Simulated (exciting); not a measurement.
# Si K-edge absorption of SiC (Moissanite 3C), all-electron BSE

Aim: the Si K absorption edge of SiC (Moissanite 3C) with the electron–hole interaction treated explicitly, and what each term of the kernel does. The measurement to meet: XANES on cubic SiC powder, reported in High-Quality Epitaxial N Doped Graphene on SiC with Tunable Interfacial Interactions via Electron/Ion Bridges for Stable Lithium-Ion Storage (pmc:10439101, 2023), with first peak at 1845.5 eV, second peak at 1851.8 eV and third peak at 1859.2 eV.

Method: X-ray absorption, core-level Bethe-Salpeter equation, exchange and statically screened direct term, Tamm-Dancoff, all-electron LAPW+lo PBE, in exciting sodium.

Most raw output is cut from this account.

## (1) The starting structure

It takes space group F-43m (No. 216, cubic). Conventional cell: a = 4.358 Å, b = 4.358 Å, c = 4.358 Å, α = 90.00°, β = 90.00°, γ = 90.00°. Nearest to Si lie 4 C at 1.89 Å. Nearest to C lie 4 Si at 1.89 Å. Farther neighbours are not listed.

Structure file:

```
Si C
1.0
     0.00000    2.17900    2.17900
     2.17900    0.00000    2.17900
     2.17900    2.17900    0.00000
Si C
1 1
Direct
  0.00000 0.00000 0.00000
  0.75000 0.75000 0.75000
```

Differences between curves are given as r.m.s. difference over r.m.s. height.

## (2) The self-consistent potential

The species files are the program's own, with muffin-tin radii set in the input.

input.xml

```
<input>
  <title>SiC</title>
  <structure speciespath="." autormt="false" epslat="1.0e-5">
    <crystal>
      <basevect>0.0000000000 4.1177132248 4.1177132248</basevect>
      <basevect>4.1177132248 0.0000000000 4.1177132248</basevect>
      <basevect>4.1177132248 4.1177132248 0.0000000000</basevect>
    </crystal>
    <species speciesfile="Si.xml" rmt="2.005">
      <atom coord="0.0000000000 0.0000000000 0.0000000000"/>
    </species>
    <species speciesfile="C.xml" rmt="1.454">
      <atom coord="0.7500000000 0.7500000000 0.7500000000"/>
    </species>
  </structure>
  <groundstate do="fromscratch" xctype="GGA_PBE" ngridk="6 6 6" rgkmax="7" gmaxvr="14" nempty="8" swidth="0.001" maxscl="100" epsengy="1e-5"/>
</input>
```

Started as:

```console
$ OMP_NUM_THREADS=1 mpirun -n 4 exciting
```

Run time: 14 s. Hardware: 4 MPI ranks of Arm Neoverse V1, shared host.

The mesh shows a gap of 1.35 eV. Core levels (Dirac, from the valence top):

| atom | level | energy (eV) |
| --- | --- | --- |
| Si | 1s1/2 | -1779.4 |
| Si | 2s1/2 | -133.2 |
| Si | 2p1/2 | -89.7 |
| Si | 2p3/2 | -89.0 |
| C | 1s1/2 | -263.6 |

## (3) A richer basis for the empty states

Each species file gets more local orbitals, built from u and its energy derivative at 0.15 Ha and u at 0.9 Ha.

input.xml is that of step 2.

SPECIES.xml, added lines

```
<lo l="L">  <!-- L = 0, 1, 2 -->
  <wf matchingOrder="0" trialEnergy="0.1500" searchE="false"/>
  <wf matchingOrder="1" trialEnergy="0.1500" searchE="false"/>
  <wf matchingOrder="0" trialEnergy="0.9000" searchE="false"/>
</lo>
```

Started as:

```console
$ OMP_NUM_THREADS=1 mpirun -n 4 exciting
```

It took 14 s on 4 MPI ranks.

Against the first ground state the total energy moves by -1 meV an atom and the gap by 0.00 eV.

## (4) Screening, kernels and BSE for Si atom 1

The absorber has 4 C at 1.89 Å (tetrahedral, site symmetry -43m).

input.xml, as its differences from that of step 3:

```diff
@@ -15,3 +15,20 @@
   </structure>
-  <groundstate do="fromscratch" xctype="GGA_PBE" ngridk="6 6 6" rgkmax="7" gmaxvr="14" nempty="8" swidth="0.001" maxscl="100" epsengy="1e-5"/>
+  <groundstate do="skip" xctype="GGA_PBE" ngridk="6 6 6" rgkmax="7" gmaxvr="14" nempty="8" swidth="0.001" maxscl="100" epsengy="1e-5"/>
+  <xs xstype="BSE" ngridk="6 6 6" ngridq="6 6 6" vkloff="0.097 0.273 0.493" rgkmax="7" nempty="15" gqmax="3" lmaxapwwf="5" lmaxemat="2" broad="0.01654" tevout="true">
+    <energywindow intv="64.998 66.615" points="439"/>
+    <screening screentype="full" nempty="29"/>
+    <BSE xas="true" xasspecies="1" xasatom="1" xasedge="K" bsetype="singlet" nstlxas="1 11"/>
+    <qpointset>
+      <qpoint>0 0 0</qpoint>
+    </qpointset>
+    <plan>
+      <doonly task="xsgeneigvec"/>
+      <doonly task="writepmatxs"/>
+      <doonly task="scrgeneigvec"/>
+      <doonly task="scrwritepmat"/>
+      <doonly task="screen"/>
+      <doonly task="scrcoulint"/>
+      <doonly task="exccoulint"/>
+    </plan>
+  </xs>
 </input>
```

input.xml for the last start (plan only)

```
  <plan>
    <doonly task="bse"/>
  </plan>
```

Started as:

```console
$ OMP_NUM_THREADS=1 mpirun -n 4 exciting
$ OMP_NUM_THREADS=4 exciting
```

Elapsed: 11 min, on 4 MPI ranks.

Wall time by task: xsgeneigvec 5.1 s, writepmatxs 6 s, scrgeneigvec 4.4 s, scrwritepmat 1.7 s, screen 80 s, scrcoulint 6.1 min, exccoulint 2.5 min, bse 52 s.

The Si K spectrum of Si atom 1 (energy from the Kohn–Sham onset, core level to the lowest empty state found on the meshes used, 1780.68 eV; the ground-state mesh sets it, and the shifted mesh has its lowest transition 0.25 eV above it; Im ε scaled to the maximum of the singlet run; cut below the end of the band set):

| E (eV) | Im ε |
| --- | --- |
| -2.5 | 0.02 |
| -2.0 | 0.03 |
| -1.5 | 0.04 |
| -1.0 | 0.06 |
| -0.5 | 0.09 |
| 0.0 | 0.18 |
| 0.5 | 0.25 |
| 1.0 | 0.34 |
| 1.5 | 0.43 |
| 2.0 | 0.50 |
| 2.5 | 0.58 |
| 3.0 | 0.65 |
| 3.5 | 0.75 |
| 4.0 | 0.80 |
| 4.5 | 0.90 |
| 5.0 | 1.00 |
| 5.5 | 0.75 |
| 6.0 | 0.54 |
| 6.5 | 0.46 |
| 7.0 | 0.41 |
| 7.5 | 0.37 |
| 8.0 | 0.35 |
| 8.5 | 0.32 |
| 9.0 | 0.29 |
| 9.5 | 0.26 |
| 10.0 | 0.26 |
| 10.5 | 0.30 |
| 11.0 | 0.36 |
| 11.5 | 0.30 |
| 12.0 | 0.21 |
| 12.5 | 0.16 |
| 13.0 | 0.15 |
| 13.5 | 0.17 |
| 14.0 | 0.19 |
| 14.5 | 0.19 |
| 15.0 | 0.20 |
| 15.5 | 0.21 |
| 16.0 | 0.22 |
| 16.5 | 0.29 |
| 17.0 | 0.41 |
| 17.5 | 0.62 |
| 18.0 | 0.75 |
| 18.5 | 0.67 |
| 19.0 | 0.43 |
| 19.5 | 0.30 |

Maxima (height): 4.9 eV (1.00), 11.1 eV (0.36) and 18.2 eV (0.78).

The Hamiltonian has 4752 rows. The lowest groups of eigenvalues and the brightest ones, on the scale above (the program counts from the shifted mesh's onset, 0.25 eV higher). Core spinors bring spin-forbidden partners, so dark means forbidden by spin or by symmetry, and the shifted mesh splits states that symmetry would keep together:

| energy (eV) | states within 10 meV | relative strength |
| --- | --- | --- |
| -0.093 | 2 | 0.21 |
| 0.096 | 4 | 0.50 |
| 0.323 | 2 | 0.24 |
| 0.372 | 2 | 0.17 |
| 0.492 | 2 | 0.22 |
| 0.519 | 2 | 0.065 |
| 5.052 | 2 | 0.69 |
| 5.077 | 2 | 0.64 |
| 5.089 | 2 | 0.68 |
| 18.079 | 2 | 0.60 |
| 18.221 | 2 | 0.76 |
| 18.244 | 2 | 1.00 |
| 18.278 | 2 | 0.97 |

## (5) Independent particles

input.xml, as its differences from that of step 4:

```diff
@@ -19,3 +19,3 @@
     <screening screentype="full" nempty="29"/>
-    <BSE xas="true" xasspecies="1" xasatom="1" xasedge="K" bsetype="singlet" nstlxas="1 11"/>
+    <BSE xas="true" xasspecies="1" xasatom="1" xasedge="K" bsetype="IP" nstlxas="1 11"/>
     <qpointset>
@@ -24,9 +24,3 @@
     <plan>
-      <doonly task="xsgeneigvec"/>
-      <doonly task="writepmatxs"/>
-      <doonly task="scrgeneigvec"/>
-      <doonly task="scrwritepmat"/>
-      <doonly task="screen"/>
-      <doonly task="scrcoulint"/>
-      <doonly task="exccoulint"/>
+      <doonly task="bse"/>
     </plan>
```

Started as:

```console
$ OMP_NUM_THREADS=4 exciting
```

Wall time 1.5 s (4 threads).

Maxima (height): 6.6 eV (0.64), 12.1 eV (0.53) and 14.3 eV (0.24); the curve is highest at the end of the window. The spectrum differs from the singlet run by 69 % r.m.s. Moving the earlier curve by +3.0 eV leaves 34 %. The highest maximum lies at 6.6 eV (0.64), against 4.9 eV (1.00).

## (6) Exchange alone

input.xml, as its differences from that of step 5:

```diff
@@ -19,3 +19,3 @@
     <screening screentype="full" nempty="29"/>
-    <BSE xas="true" xasspecies="1" xasatom="1" xasedge="K" bsetype="IP" nstlxas="1 11"/>
+    <BSE xas="true" xasspecies="1" xasatom="1" xasedge="K" bsetype="RPA" nstlxas="1 11"/>
     <qpointset>
```

Started as:

```console
$ OMP_NUM_THREADS=4 exciting
```

It took 52 s on 4 threads.

Maxima (height): 6.6 eV (0.64), 12.1 eV (0.53) and 14.3 eV (0.24); the curve is highest at the end of the window. The spectrum is that of the independent-particle run within 1 %.

## (7) Direct term alone

input.xml, as its differences from that of step 6:

```diff
@@ -19,3 +19,3 @@
     <screening screentype="full" nempty="29"/>
-    <BSE xas="true" xasspecies="1" xasatom="1" xasedge="K" bsetype="RPA" nstlxas="1 11"/>
+    <BSE xas="true" xasspecies="1" xasatom="1" xasedge="K" bsetype="triplet" nstlxas="1 11"/>
     <qpointset>
```

Started as:

```console
$ OMP_NUM_THREADS=4 exciting
```

It took 57 s on 4 threads.

Maxima (height): 4.9 eV (1.00), 11.1 eV (0.36) and 18.2 eV (0.78). The spectrum is that of the singlet run within 1 %.

## (8) Another input

In this try the input is made faulty on purpose, to show what that does.

input.xml, as its differences from that of step 7:

```diff
@@ -16,6 +16,6 @@
   <groundstate do="skip" xctype="GGA_PBE" ngridk="6 6 6" rgkmax="7" gmaxvr="14" nempty="8" swidth="0.001" maxscl="100" epsengy="1e-5"/>
-  <xs xstype="BSE" ngridk="6 6 6" ngridq="6 6 6" vkloff="0.097 0.273 0.493" rgkmax="7" nempty="15" gqmax="3" lmaxapwwf="5" lmaxemat="2" broad="0.01654" tevout="true">
+  <xs xstype="BSE" ngridk="6 6 6" ngridq="6 6 6" vkloff="0.097 0.273 0.493" rgkmax="7" nempty="6" gqmax="3" lmaxapwwf="5" lmaxemat="2" broad="0.01654" tevout="true">
     <energywindow intv="64.998 66.615" points="439"/>
     <screening screentype="full" nempty="29"/>
-    <BSE xas="true" xasspecies="1" xasatom="1" xasedge="K" bsetype="triplet" nstlxas="1 11"/>
+    <BSE xas="true" xasspecies="1" xasatom="1" xasedge="K" bsetype="singlet" nstlxas="1 2"/>
     <qpointset>
@@ -24,3 +24,5 @@
     <plan>
-      <doonly task="bse"/>
+      <doonly task="writepmatxs"/>
+      <doonly task="scrcoulint"/>
+      <doonly task="exccoulint"/>
     </plan>
```

input.xml for the last start (plan only)

```
  <plan>
    <doonly task="bse"/>
  </plan>
```

Started as:

```console
$ OMP_NUM_THREADS=1 mpirun -n 4 exciting
$ OMP_NUM_THREADS=4 exciting
```

Wall time 3 min (4 MPI ranks).

The input has a fault: far too few conduction bands in the BSE. Against the singlet run the r.m.s. difference is 83 %. The highest maximum lies at 5.2 eV (0.26), against 4.9 eV (1.00). Transitions to the missing bands are absent and can't mix into the lines that are left.

| E (eV) | first run | this run |
| --- | --- | --- |
| -3.0 | 0.02 | 0.01 |
| -2.0 | 0.03 | 0.01 |
| -1.0 | 0.06 | 0.02 |
| 0.0 | 0.18 | 0.06 |
| 1.0 | 0.34 | 0.11 |
| 2.0 | 0.50 | 0.16 |
| 3.0 | 0.65 | 0.19 |
| 4.0 | 0.80 | 0.21 |
| 5.0 | 1.00 | 0.25 |
| 6.0 | 0.54 | 0.17 |
| 7.0 | 0.41 | 0.06 |
| 8.0 | 0.35 | 0.02 |
| 9.0 | 0.29 | 0.01 |
| 10.0 | 0.26 | 0.01 |
| 11.0 | 0.36 | 0.00 |
| 12.0 | 0.21 | 0.00 |
| 13.0 | 0.15 | 0.00 |
| 14.0 | 0.19 | 0.00 |
| 15.0 | 0.20 | 0.00 |
| 16.0 | 0.22 | 0.00 |
| 17.0 | 0.41 | 0.00 |
| 18.0 | 0.75 | 0.00 |
| 19.0 | 0.43 | 0.00 |

## (9) Coarser mesh

Changed against the first singlet run: k mesh from 6×6×6 to 4×4×4.

input.xml, as its differences from that of step 8:

```diff
@@ -16,6 +16,6 @@
   <groundstate do="skip" xctype="GGA_PBE" ngridk="6 6 6" rgkmax="7" gmaxvr="14" nempty="8" swidth="0.001" maxscl="100" epsengy="1e-5"/>
-  <xs xstype="BSE" ngridk="6 6 6" ngridq="6 6 6" vkloff="0.097 0.273 0.493" rgkmax="7" nempty="6" gqmax="3" lmaxapwwf="5" lmaxemat="2" broad="0.01654" tevout="true">
+  <xs xstype="BSE" ngridk="4 4 4" ngridq="4 4 4" vkloff="0.097 0.273 0.493" rgkmax="7" nempty="15" gqmax="3" lmaxapwwf="5" lmaxemat="2" broad="0.01654" tevout="true">
     <energywindow intv="64.998 66.615" points="439"/>
     <screening screentype="full" nempty="29"/>
-    <BSE xas="true" xasspecies="1" xasatom="1" xasedge="K" bsetype="singlet" nstlxas="1 2"/>
+    <BSE xas="true" xasspecies="1" xasatom="1" xasedge="K" bsetype="singlet" nstlxas="1 11"/>
     <qpointset>
@@ -24,3 +24,7 @@
     <plan>
+      <doonly task="xsgeneigvec"/>
       <doonly task="writepmatxs"/>
+      <doonly task="scrgeneigvec"/>
+      <doonly task="scrwritepmat"/>
+      <doonly task="screen"/>
       <doonly task="scrcoulint"/>
```

input.xml for the last start (plan only)

```
  <plan>
    <doonly task="bse"/>
  </plan>
```

It took 1.7 min on 4 MPI ranks.

Wall time by task: xsgeneigvec 2.2 s, writepmatxs 2.7 s, scrgeneigvec 1.8 s, scrwritepmat 1.3 s, screen 12 s, scrcoulint 33 s, exccoulint 45 s, bse 2.1 s.

These settings are cheaper. The spectrum differs from the singlet run by 4 % r.m.s. The first bright state moves from -0.09 to 0.02 eV. The lowest bare transition of this run lies at 0.55 eV, against 0.25. A coarse mesh samples few band energies, and it inflates the long-range part of the attraction.

| E (eV) | first run | this run |
| --- | --- | --- |
| -2.0 | 0.03 | 0.03 |
| -1.0 | 0.06 | 0.06 |
| 0.0 | 0.18 | 0.18 |
| 1.0 | 0.34 | 0.33 |
| 2.0 | 0.50 | 0.51 |
| 3.0 | 0.65 | 0.67 |
| 4.0 | 0.80 | 0.78 |
| 5.0 | 1.00 | 0.99 |
| 6.0 | 0.54 | 0.53 |
| 7.0 | 0.41 | 0.40 |
| 8.0 | 0.35 | 0.34 |
| 9.0 | 0.29 | 0.30 |
| 10.0 | 0.26 | 0.29 |
| 11.0 | 0.36 | 0.36 |
| 12.0 | 0.21 | 0.20 |
| 13.0 | 0.15 | 0.16 |
| 14.0 | 0.19 | 0.19 |
| 15.0 | 0.20 | 0.19 |
| 16.0 | 0.22 | 0.22 |
| 17.0 | 0.41 | 0.38 |
| 18.0 | 0.75 | 0.79 |
| 19.0 | 0.43 | 0.44 |

## (10) The levels of theory side by side

| level | curve passes 0.15 (eV) | highest maximum (eV) | its height |
| --- | --- | --- | --- |
| IP | 3.1 | 6.6 | 0.64 |
| RPA | 3.2 | 6.6 | 0.64 |
| direct only | -0.1 | 4.9 | 1.00 |
| singlet | -0.1 | 4.9 | 1.00 |

| E (eV) | IP | RPA | direct only | singlet |
| --- | --- | --- | --- | --- |
| -2.0 | 0.01 | 0.01 | 0.03 | 0.03 |
| -1.0 | 0.01 | 0.01 | 0.06 | 0.06 |
| 0.0 | 0.03 | 0.03 | 0.18 | 0.18 |
| 1.0 | 0.05 | 0.05 | 0.34 | 0.34 |
| 2.0 | 0.09 | 0.09 | 0.51 | 0.50 |
| 3.0 | 0.14 | 0.14 | 0.65 | 0.65 |
| 4.0 | 0.21 | 0.21 | 0.80 | 0.80 |
| 5.0 | 0.28 | 0.27 | 0.99 | 1.00 |
| 6.0 | 0.54 | 0.54 | 0.54 | 0.54 |
| 7.0 | 0.62 | 0.62 | 0.41 | 0.41 |
| 8.0 | 0.54 | 0.54 | 0.35 | 0.35 |
| 9.0 | 0.49 | 0.49 | 0.29 | 0.29 |
| 10.0 | 0.38 | 0.38 | 0.26 | 0.26 |
| 11.0 | 0.34 | 0.34 | 0.35 | 0.36 |
| 12.0 | 0.53 | 0.53 | 0.21 | 0.21 |
| 13.0 | 0.30 | 0.30 | 0.15 | 0.15 |
| 14.0 | 0.23 | 0.23 | 0.19 | 0.19 |
| 15.0 | 0.21 | 0.21 | 0.20 | 0.20 |
| 16.0 | 0.18 | 0.18 | 0.22 | 0.22 |
| 17.0 | 0.13 | 0.13 | 0.41 | 0.41 |
| 18.0 | 0.18 | 0.18 | 0.75 | 0.75 |
| 19.0 | 0.35 | 0.34 | 0.43 | 0.43 |

## (11) Against the measurement

The computed energies are raised by 59.9 eV, which puts the computed line on the measured first peak. Each other feature is matched to a computed maximum within 0.8 eV or a fifth of its distance from that line, whichever is more; this matching is ours and leans towards agreement, and the line to align on was chosen with computed spectra in view. The paper's table may not list every feature of the spectrum.

| feature | measured (eV) | BSE (eV) | its height | difference (eV) |
| --- | --- | --- | --- | --- |
| first peak | 1845.5 | 1845.5 | 1.00 | set |
| second peak | 1851.8 | 1851.6 | 0.36 | -0.2 |
| third peak | 1859.2 | 1858.7 | 0.78 | -0.5 |

## (12) Outcome

```json
{
 "absorber and edge": "Si K, atom 1",
 "surroundings": "4 C at 1.89 Å (tetrahedral, site symmetry -43m)",
 "first bright state": "-0.09 eV from the Kohn–Sham onset, on this mesh",
 "highest maximum": "4.9 eV",
 "cost of the BSE run": "11 min on 4 MPI ranks of Arm Neoverse V1, shared host; the last task ran on as many threads"
}
```

Against pmc:10439101, the separations are off by -0.2 and -0.5 eV. Is a core exciton bound? Undecided on this mesh: the first bright state (over 5 % of the brightest) lies at -0.09 eV from the Kohn–Sham onset and at -0.34 eV from the lowest bare transition of its own mesh. Exchange alone changes the independent-particle spectrum by 0.2 % r.m.s. Leaving exchange out of the full kernel changes the spectrum by 0.3 % r.m.s. Binding energies aren't converged on 216 k points. Exchange and the short-range direct term aren't converged in the kernel cutoff. The zero comes from the unshifted 6×6×6 ground-state mesh; it is exact only where the band minimum lies on that mesh. The Kohn–Sham onset, 1781 eV, is no photon energy (tabulated edge of the element: 1839 eV): the scale needs a rigid shift. Bands and screening come from semilocal DFT, whose small gap overscreens. Vibrations and energy-dependent lifetimes are left out. The structure is a published determination, not relaxed.

[Logs are printed without paths, hosts, clocks, repeated set-up lines and the standing remarks that a program may print on its own settings, such as how far it seeks lower states.]

[Hosts, paths, dates, database ids (printed as entryN), source tags and the programs' standing remarks are cut or masked in the printed files.]
